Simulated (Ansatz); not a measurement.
# Sc on Ir(111): change of the work function, part 4 of 4

How does one ordered layer of Sc (fcc site) change the work function of Ir(111), and what dipole does each adsorbate carry?

Ansatz 0.2.0; plane-wave DFT, PBE-D3(BJ), Ansatz PAW (the session's first sound run).

So far, work function, upper face (eV): step 2 (the clean slab, PBE D3(BJ)) 5.48; step 3 (the covered slab, PBE D3(BJ)) 2.00; step 5 (another level of theory, functional PBEsol) 2.01; step 6 (another level of theory, functional LDA) 2.22; step 7 (another level of theory, functional revpbe) 1.86.

## 9. The same run with other settings

This step: plane-wave DFT, PBE-D3(BJ), Ansatz PAW (Ansatz 0.2.0).

A run with a changed input: it repeats the earlier run at 0.25 ML with efield.amplitude to 0.2 and efield.dipole_correction from true to false; its output block differs too.

The input, input.yaml:

```yaml
crystal:
  lattice:
    - [5.4305800796, 0.0, 0.0]
    - [2.7152900398, 4.7030203062, 0.0]
    - [0.0, 0.0, 27.4606856015]
  atoms:
    - { symbol: Ir, position: [0.0, 0.0, 0.3277412709] }
    - { symbol: Ir, position: [0.1666666667, 0.1666666667, 0.4084757823] }
    - { symbol: Ir, position: [0.3333333333, 0.3333333333, 0.4881688213] }
    - { symbol: Ir, position: [0.0, 0.0, 0.5679425968] }
    - { symbol: Ir, position: [0.0, 0.5, 0.3277412709] }
    - { symbol: Ir, position: [0.1666666667, 0.6666666667, 0.4084757823] }
    - { symbol: Ir, position: [0.3333333333, 0.8333333333, 0.4881688213] }
    - { symbol: Ir, position: [0.0, 0.5, 0.5679425968] }
    - { symbol: Ir, position: [0.5, 0.0, 0.3277412709] }
    - { symbol: Ir, position: [0.6666666667, 0.1666666667, 0.4084757823] }
    - { symbol: Ir, position: [0.8333333333, 0.3333333333, 0.4881688213] }
    - { symbol: Ir, position: [0.5, 0.0, 0.5679425968] }
    - { symbol: Ir, position: [0.5, 0.5, 0.3277412709] }
    - { symbol: Ir, position: [0.6666666667, 0.6666666667, 0.4084757823] }
    - { symbol: Ir, position: [0.8333333333, 0.8333333333, 0.4881688213] }
    - { symbol: Ir, position: [0.5, 0.5, 0.5679425968] }
    - { symbol: Sc, position: [0.1666666667, 0.1666666667, 0.6722587291] }
kpoints:
  mp_grid: { grid: [7, 7, 1] }
hamiltonian:
  xc: pbe
  dispersion: d3bj
scf:
  occupations: { method: fermi_dirac, width: 0.1 }
  convergence: { dr2_threshold: 1.0e-08 }
efield:
  axis: 3
  dipole_correction: false
  ramp_position: 0.97
  ramp_width: 0.06
  amplitude: 0.2
relax:
  f_tol: 0.02
  max_steps: 60
  constraints: [{ sites: [0, 1, 4, 5, 8, 9, 12, 13] }]
output:
  bader: true
  dos: { projected: true, e_range: [-8, 4] }
  write_potential: true
  write_density: true
  volumetric_format: npy
```

The run is started by

```sh
ansatz run input.yaml --threads 4 --pin off --max-ram 6144MiB --backend cpu --events-out ev --progress --plain --runs-dir out
```

The log of the run:

```text
[...]
Crystal: 17 atoms, lattice volume = 701.349 Å³
Basis set: ecut = 420 eV, 13657 PW (Γ), exchange–correlation on 80×80×384 points (8 copies of the dense FFT grid, shifted against one another)
Bands: 170, of which v1, the nominal top of the filled ones, is band 142 counted from 1 (141 counted from 0)
Symmetry: 6 space group operations
[...]
k-points: 8 of 49 (time reversal used)
[...]
SCF iter   1: F=—  HF=-193110.950650 eV  |F-HF|=—  |Δ(HF+E_count)|=         —  Δρ=5.88e-2  dr2=7.54e2  ethr=1.77e-3  p=0.357 e·Å  V_vac-E_F(+/−)=6.46/1.78 eV  ⟨swp⟩=7.8  Hψ=5620  notcnv=0  defer=6
[...]
SCF iter  19: F=-193102.322157 eV  HF=-193102.322157 eV  |F-HF|=2.91e-11  |Δ(HF+E_count)|=   1.23e-8  Δρ=4.46e-7  dr2=4.31e-9  ethr=3.53e-12  p=1.390 e·Å  V_vac-E_F(+/−)=6.12/2.18 eV  ⟨swp⟩=15.1  Hψ=10533  notcnv=0
SCF 1 converged in 19 iterations: F = -193102.322157 eV  dr2 = 4.31e-9
[...]
relax step   1: F+E_penalty+E_count = -193102.32215658 eV  Δ(F+E_penalty+E_count) = +0.000e0 eV  max|allowed force component| = 3.265e0 eV/Å  Δτ_max = 0.0000 Å  (19 SCF iters, accepted)
[...]
SCF iter  12: F=-193103.148440 eV  HF=-193103.148440 eV  |F-HF|=8.29e-9  |Δ(HF+E_count)|=  9.02e-10  Δρ=2.81e-7  dr2=2.02e-9  ethr=3.53e-12  p=1.438 e·Å  V_vac-E_F(+/−)=6.02/2.08 eV  ⟨swp⟩=15.8  Hψ=10145  notcnv=0
SCF 2 converged in 12 iterations: F = -193103.148440 eV  dr2 = 2.02e-9
relax step   2: F+E_penalty+E_count = -193103.14843992 eV  Δ(F+E_penalty+E_count) = -8.263e-1 eV  max|allowed force component| = 3.547e0 eV/Å  Δτ_max = 0.1950 Å  (12 SCF iters, accepted)
SCF iter   1: F=—  HF=-193103.971642 eV  |F-HF|=—  |Δ(HF+E_count)|=         —  Δρ=5.43e-3  dr2=7.24e-1  ethr=2.42e-3  p=1.438 e·Å  V_vac-E_F(+/−)=6.03/2.07 eV  ⟨swp⟩=3.8  Hψ=2534  notcnv=1  defer=12
[...]
SCF iter  11: F=-193103.924748 eV  HF=-193103.924748 eV  |F-HF|=2.96e-8  |Δ(HF+E_count)|=   6.82e-8  Δρ=8.26e-7  dr2=9.36e-9  ethr=3.53e-12  p=1.505 e·Å  V_vac-E_F(+/−)=5.87/1.96 eV  ⟨swp⟩=15.8  Hψ=10341  notcnv=0
SCF 3 converged in 11 iterations: F = -193103.924748 eV  dr2 = 9.36e-9
[...]
relax step   3: F+E_penalty+E_count = -193103.92474808 eV  Δ(F+E_penalty+E_count) = -7.763e-1 eV  max|allowed force component| = 3.345e0 eV/Å  Δτ_max = 0.1949 Å  (11 SCF iters, accepted)
[...]
relax step   4: F+E_penalty+E_count = -193104.54597956 eV  Δ(F+E_penalty+E_count) = -6.212e-1 eV  max|allowed force component| = 2.123e0 eV/Å  Δτ_max = 0.1977 Å  (11 SCF iters, accepted)
[...]
relax step   5: F+E_penalty+E_count = -193104.80760118 eV  Δ(F+E_penalty+E_count) = -2.616e-1 eV  max|allowed force component| = 3.289e-1 eV/Å  Δτ_max = 0.1997 Å  (10 SCF iters, accepted)
[...]
relax step   6: F+E_penalty+E_count = -193104.84718478 eV  Δ(F+E_penalty+E_count) = -3.958e-2 eV  max|allowed force component| = 9.256e-2 eV/Å  Δτ_max = 0.0746 Å  (10 SCF iters, accepted)
[...]
relax step   7: F+E_penalty+E_count = -193104.84850260 eV  Δ(F+E_penalty+E_count) = -1.318e-3 eV  max|allowed force component| = 2.529e-2 eV/Å  Δτ_max = 0.0157 Å  (8 SCF iters, accepted)
SCF iter   1: F=—  HF=-193104.847161 eV  |F-HF|=—  |Δ(HF+E_count)|=         —  Δρ=1.07e-4  dr2=1.46e-4  ethr=1.41e-6  p=1.503 e·Å  V_vac-E_F(+/−)=5.86/1.89 eV  ⟨swp⟩=2.0  Hψ=2156  notcnv=0
[...]
SCF iter   6: F=-193104.848562 eV  HF=-193104.848562 eV  |F-HF|=1.02e-8  |Δ(HF+E_count)|=   3.45e-8  Δρ=4.55e-7  dr2=3.50e-9  ethr=3.53e-12  p=1.503 e·Å  V_vac-E_F(+/−)=5.86/1.89 eV  ⟨swp⟩=11.9  Hψ=9993  notcnv=0
SCF 8 converged in 6 iterations: F = -193104.848562 eV  dr2 = 3.50e-9
[...]
relax step   8: F+E_penalty+E_count = -193104.84856224 eV  Δ(F+E_penalty+E_count) = -5.964e-5 eV  max|allowed force component| = 2.241e-3 eV/Å  Δτ_max = 0.0030 Å  (6 SCF iters, accepted)
[...]
SCF converged after 6 iterations
Free energy (F): -193104.848562 eV
[...]
Internal energy: -193104.246013 eV  (E = F + TS)
E sigma→0 (E₀):  -193104.547288 eV
Entropy (-TS):   -0.602549 eV (-35.444 meV/atom)
Fermi energy:    6.167549 eV
Dipole field:    D = 0.387741 V/Å  (p = 1.502846 e·Å, saw-weighted)
Work function:   not extracted (applied field tilts the vacuum); planar V_es + V_field profile in the machine report
[...]
--- Forces (eV/Å), atoms counted from 1 ---
  atom   1  Ir     0.06363285     0.03673845     0.28225007
  atom   2  Ir    -0.00000000    -0.00000000    -0.00294612
  atom   3  Ir     0.00035356     0.00020413    -0.00002716
  atom   4  Ir    -0.00194097    -0.00112062    -0.00022523
  atom   5  Ir    -0.00000000    -0.07347689     0.28225007
  atom   6  Ir     0.17711162    -0.10225544    -0.42621256
  atom   7  Ir     0.00000000    -0.00040826    -0.00002716
  atom   8  Ir     0.00000000     0.00224124    -0.00022523
  atom   9  Ir    -0.06363285     0.03673845     0.28225007
  atom  10  Ir    -0.00000000     0.20451088    -0.42621256
  atom  11  Ir    -0.00035356     0.00020413    -0.00002716
  atom  12  Ir     0.00194097    -0.00112062    -0.00022523
  atom  13  Ir     0.00000000    -0.00000000     0.43304532
  atom  14  Ir    -0.17711162    -0.10225544    -0.42621256
  atom  15  Ir     0.00000000     0.00000000     0.00121614
  atom  16  Ir    -0.00000000    -0.00000000    -0.00034746
  atom  17  Sc    -0.00000000    -0.00000000     0.00166293
  max |Σ_I F_I| component: 1.38e-5 eV/Å
--- Band table (eV; the first three rows and the last of 8) ---
  k-point 0: bands = [... 138 lower, 6.7661, 6.8656, 6.8656, 7.0601, 7.0601, 7.1231, 7.1523, 7.1563, ... 24 higher]
  k-point 1: bands = [... 138 lower, 6.5547, 6.5762, 6.6217, 6.6669, 6.8259, 6.8411, 6.8792, 6.9448, ... 24 higher]
  k-point 2: bands = [... 138 lower, 5.8618, 5.9628, 6.0586, 6.2024, 6.2851, 6.3410, 6.3518, 6.6126, ... 24 higher]
  k-point 7: bands = [... 138 lower, 5.7664, 5.8198, 5.8248, 5.8892, 6.1273, 6.1405, 6.3128, 6.4798, ... 24 higher]
--- Relaxed structure (8 steps of the walk, 8 accepted, 0 SCFs on fresh bases) ---
  F+E_penalty+E_count = -193104.84856224 eV   max|allowed force component| = 2.241e-3 eV/Å
  atoms:
    - { symbol: Ir, position: [-1.795949e-17, -1.795949e-17, 0.327741] }
    - { symbol: Ir, position: [0.166667, 0.166667, 0.4084757823] }
    - { symbol: Ir, position: [0.333559, 0.333559, 0.489354] }
    - { symbol: Ir, position: [-0.00455959, -0.00455959, 0.569950] }
    - { symbol: Ir, position: [-5.551115e-17, 0.500000, 0.327741] }
    - { symbol: Ir, position: [0.166667, 0.666667, 0.4084757823] }
    - { symbol: Ir, position: [0.333559, 0.832882, 0.489354] }
    - { symbol: Ir, position: [-0.00455959, 0.509119, 0.569950] }
    - { symbol: Ir, position: [0.500000, -1.795949e-17, 0.327741] }
    - { symbol: Ir, position: [0.666667, 0.166667, 0.4084757823] }
    - { symbol: Ir, position: [0.832882, 0.333559, 0.489354] }
    - { symbol: Ir, position: [0.509119, -0.00455959, 0.569950] }
    - { symbol: Ir, position: [0.500000, 0.500000, 0.327741] }
    - { symbol: Ir, position: [0.666667, 0.666667, 0.4084757823] }
    - { symbol: Ir, position: [0.833333, 0.833333, 0.485949] }
    - { symbol: Ir, position: [0.500000, 0.500000, 0.571238] }
    - { symbol: Sc, position: [0.166667, 0.166667, 0.641194] }
--- Bader charges: 17 sites ---
  site symbol  charge [e]  shift [e]
     0     Ir     -0.0822     0.0000
     1     Ir      0.0635     0.0000
     2     Ir      0.0375     0.0000
     3     Ir     -0.3962     0.0000
     4     Ir     -0.0822     0.0000
     5     Ir      0.0703     0.0001
     6     Ir      0.0375     0.0000
     7     Ir     -0.3962     0.0000
     8     Ir     -0.0822     0.0000
     9     Ir      0.0703     0.0001
    10     Ir      0.0375     0.0000
    11     Ir     -0.3962     0.0000
    12     Ir     -0.0822     0.0000
    13     Ir      0.0704     0.0001
    14     Ir      0.0065     0.0001
    15     Ir     -0.1885     0.0000
    16     Sc      1.3123     0.0000
  estimated error of the sums over rays = 5.0e-4 e
```

Elapsed: 4.5 min, on 4 threads of Arm Neoverse V2, shared host; peak memory 3 GiB.

| quantity | this run | earlier run | difference |
| --- | --- | --- | --- |
| dipole along the normal (e·Å) | 1.503 | 0.4933 | 1.0 |

The applied field differs between the two, so the dipoles differ in any case.

With the dipole correction off, the periodic images add a field of their own to the typed one.

These numbers are not those of the isolated slab.

## 10. Varying the input

System of this step: Ir(111). The cell holds 4 atoms: 4 Ir. Cell: a = 2.715 Å, b = 2.715 Å, c = 24.651 Å, α = 90.0°, β = 90.0°, γ = 60.0°. Vacuum lies along c.

Another changed input: it repeats the earlier run at 0 ML with efield.amplitude to 0.05 and efield.dipole_correction from true to false.

The input, input.yaml:

```yaml
crystal:
  lattice:
    - [2.7152900398, 0.0, 0.0]
    - [1.3576450199, 2.3515101531, 0.0]
    - [0.0, 0.0, 24.6510751011]
  atoms:
    - { symbol: Ir, position: [0.0, 0.0, 0.3650956383] }
    - { symbol: Ir, position: [0.3333333333, 0.3333333333, 0.4550318794] }
    - { symbol: Ir, position: [0.6666666667, 0.6666666667, 0.5449681206] }
    - { symbol: Ir, position: [0.0, 0.0, 0.6349043617] }
kpoints:
  mp_grid: { grid: [13, 13, 1] }
hamiltonian:
  xc: pbe
  dispersion: d3bj
scf:
  occupations: { method: fermi_dirac, width: 0.1 }
  convergence: { dr2_threshold: 1.0e-08 }
efield:
  axis: 3
  dipole_correction: false
  ramp_position: 0.97
  ramp_width: 0.06
  amplitude: 0.05
relax:
  f_tol: 0.02
  max_steps: 60
  constraints: [{ sites: [0, 1] }]
output:
  write_potential: true
  write_density: true
  volumetric_format: npy
```

The log of the run:

```text
[...]
Crystal: 4 atoms, lattice volume = 157.398 Å³
Basis set: ecut = 420 eV, 3101 PW (Γ), exchange–correlation on 40×40×360 points (8 copies of the dense FFT grid, shifted against one another)
Bands: 41, of which v1, the nominal top of the filled ones, is band 34 counted from 1 (33 counted from 0)
Symmetry: 6 space group operations
k-points: 21 of 169 (time reversal used)
[...]
SCF iter   1: F=—  HF=-47741.733790 eV  |F-HF|=—  |Δ(HF+E_count)|=         —  Δρ=1.37e-2  dr2=5.60e0  ethr=1.77e-3  p=0.000 e·Å  V_vac-E_F(+/−)=5.73/4.61 eV  ⟨swp⟩=7.8  Hψ=3921  notcnv=0  defer=2
[...]
SCF iter  10: F=-47741.670781 eV  HF=-47741.670781 eV  |F-HF|=7.55e-9  |Δ(HF+E_count)|=   1.02e-8  Δρ=7.40e-7  dr2=2.08e-9  ethr=1.47e-11  p=0.029 e·Å  V_vac-E_F(+/−)=6.00/4.95 eV  ⟨swp⟩=10.8  Hψ=6386  notcnv=0
SCF 1 converged in 10 iterations: F = -47741.670781 eV  dr2 = 2.08e-9
[...]
relax step   1: F+E_penalty+E_count = -47741.67078126 eV  Δ(F+E_penalty+E_count) = +0.000e0 eV  max|allowed force component| = 3.084e-1 eV/Å  Δτ_max = 0.0000 Å  (10 SCF iters, accepted)
[...]
SCF iter  10: F=-47741.654048 eV  HF=-47741.654048 eV  |F-HF|=2.33e-9  |Δ(HF+E_count)|=   5.41e-9  Δρ=3.84e-7  dr2=2.60e-10  ethr=1.47e-11  p=0.031 e·Å  V_vac-E_F(+/−)=5.97/4.92 eV  ⟨swp⟩=10.9  Hψ=6393  notcnv=0
SCF 2 converged in 10 iterations: F = -47741.654048 eV  dr2 = 2.60e-10
relax step   2: F+E_penalty+E_count = -47741.65404793 eV  Δ(F+E_penalty+E_count) = +1.673e-2 eV  max|allowed force component| = 6.175e-1 eV/Å  Δτ_max = 0.1392 Å  (10 SCF iters, rejected (line search))
[...]
SCF iter   9: F=-47741.679110 eV  HF=-47741.679110 eV  |F-HF|=5.57e-9  |Δ(HF+E_count)|=   6.76e-9  Δρ=7.31e-7  dr2=1.48e-9  ethr=6.79e-12  p=0.030 e·Å  V_vac-E_F(+/−)=5.99/4.94 eV  ⟨swp⟩=11.0  Hψ=6481  notcnv=0
SCF 3 converged in 9 iterations: F = -47741.679110 eV  dr2 = 1.48e-9
relax step   3: F+E_penalty+E_count = -47741.67911046 eV  Δ(F+E_penalty+E_count) = -8.329e-3 eV  max|allowed force component| = 1.781e-2 eV/Å  Δτ_max = 0.0551 Å  (9 SCF iters, accepted)
[...]
SCF converged after 9 iterations
Free energy (F): -47741.679110 eV
[...]
Internal energy: -47741.523805 eV  (E = F + TS)
E sigma→0 (E₀):  -47741.601458 eV
Entropy (-TS):   -0.155305 eV (-38.826 meV/atom)
Fermi energy:    5.739064 eV
Dipole field:    D = 0.034555 V/Å  (p = 0.030057 e·Å, saw-weighted)
Work function:   not extracted (applied field tilts the vacuum); planar V_es + V_field profile in the machine report
[...]
--- Forces (eV/Å), atoms counted from 1 ---
  atom   1  Ir     0.00000000    -0.00000000     0.25454372
  atom   2  Ir    -0.00000000    -0.00000000    -0.26955758
  atom   3  Ir    -0.00000000     0.00000000    -0.00280976
  atom   4  Ir    -0.00000000     0.00000000     0.01781326
  max |Σ_I F_I| component: 1.04e-5 eV/Å
--- Band table (eV; the first three rows and the last of 21) ---
  k-point 0: bands = [... 30 lower, 2.8557, 4.5216, 4.5216, 4.9007, 4.9007, 5.0316, 5.8622, 5.8622, ... 3 higher]
  k-point 1: bands = [... 30 lower, 3.0292, 4.3153, 4.3730, 4.4665, 4.9397, 4.9535, 5.2862, 5.8601, ... 3 higher]
  k-point 2: bands = [... 30 lower, 3.5187, 3.7556, 3.9320, 4.2690, 4.4909, 4.9792, 5.7330, 5.8534, ... 3 higher]
  k-point 20: bands = [... 30 lower, 4.4309, 4.4585, 5.4814, 6.0525, 6.1877, 6.4234, 10.6218, 11.7649, ... 3 higher]
--- Relaxed structure (3 steps of the walk, 2 accepted, 0 SCFs on fresh bases) ---
  F+E_penalty+E_count = -47741.67911046 eV   max|allowed force component| = 1.781e-2 eV/Å
  atoms:
    - { symbol: Ir, position: [0.0, 0.0, 0.365096] }
    - { symbol: Ir, position: [0.333333, 0.333333, 0.4550318794] }
    - { symbol: Ir, position: [0.666667, 0.666667, 0.543810] }
    - { symbol: Ir, position: [-2.602055e-18, 0, 0.632669] }
```

It took 9.9 s on 4 threads; peak memory 0.47 GiB.

| quantity | this run | earlier run | difference |
| --- | --- | --- | --- |
| dipole along the normal (e·Å) | 0.03006 | 5.60e-4 | 0.029 |

The applied field differs between the two, so the dipoles differ in any case.

With the dipole correction off, the periodic images add a field of their own to the typed one.

These numbers are not those of the isolated slab.

## 11. Summary of results

| Property | Result |
| --- | --- |
| work function of the clean face | 5.48 eV |
| work function at 0.25 ML | 2.00 eV |
| dipole per adsorbate at 0.25 ML, positive end outwards | 2.36 D |

In words: Sc lowers the work function of Ir(111) at the lowest coverage, by 3.48 eV: the adsorbate layer has its positive end outwards. One coverage alone was completed, so no trend follows. The slab has 4 layers, at the tabulated experimental lattice constant, one starting site was run, and quantum-size effects of a slab this thin can reach one or two tenths of an eV. The main runs have no spin polarisation; a magnetic state could lie lower and would change these results.

[Long decimals in the printed logs are rounded to 6 places.]

[Logs are printed without paths, hosts, clocks, repeated set-up lines and the standing remarks that a program may print on its own settings, such as how far it seeks lower states.]

[Hosts, paths, dates, database ids (printed as entryN), source tags and the programs' standing remarks are cut or masked in the printed files.]

[Maps of the electrostatic potential energy from Ansatz leave out the sawtooth potential of an applied field or a dipole correction, so their vacuum need not be flat; planar profiles and work functions include it.]
